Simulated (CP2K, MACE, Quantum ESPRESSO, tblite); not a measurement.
# Counterpoise by hand: twisted 1T-ZrS2 monolayer on bilayer, 38.21° (63 atoms), CP2K double zeta, PBE+D3(BJ)

The cell holds 63 atoms (21 Zr and 42 S). Recipe: 1T-ZrS2 (a = 3.66 Å) under 1T-ZrS2 (a = 3.66 Å), monolayer on bilayer, commensurate cell of 7 unit cells a layer, twist 38.21 deg; facing planes 3.11, 3.22 Å apart; 12 Å of vacuum; layers as built, displaced by a Gaussian of 0.01 Å.

Calculated with CP2K 2026.2: PBE+D3(BJ); DZVP-UZH, GTH-PBE potentials, 600 Ry; k-points Γ. All runs use one cell and frozen positions; the face is 81.21 Å².

```
                                              run  free energy (eV)
                                       whole cell        -38443.179
                                 lower part alone        -25628.195
                                 upper part alone        -12813.163
lower part, with the upper part's basis functions        -25628.264
upper part, with the lower part's basis functions        -12813.232
```

Task: Find the interaction energy per area with and without counterpoise, and the basis set superposition error of each part.

**Working.**

Uncorrected: -38443.179 − (-25628.195) − (-12813.163) = -1.821 eV, or -22.4 meV/Å².

The added functions change the lower part by -25628.264 − (-25628.195) = -0.069 eV and the upper part by -12813.232 − (-12813.163) = -0.069 eV, both downwards, as a larger basis should.

Counterpoise: -38443.179 − (-25628.264) − (-12813.232) = -1.683 eV, or -20.7 meV/Å².

A plane-wave run of the same three cells (Quantum ESPRESSO, PBE+D3(BJ); plane waves, SSSP efficiency, 45/360 Ry; k-points Γ), whose basis doesn't follow the atoms, gives -1.654 eV, or -20.4 meV/Å². The uncorrected value lies 2.1 meV/Å² from it and the corrected one 0.4, on the same side.

Limits: the two programs also differ in potentials, and the geometry isn't a DFT minimum.

[Logs are printed without paths, hosts, clocks, repeated set-up lines and the standing remarks that a program may print on its own settings, such as how far it seeks lower states.]

[Hosts, paths, dates, database ids (printed as entryN), source tags and the programs' standing remarks are cut or masked in the printed files.]
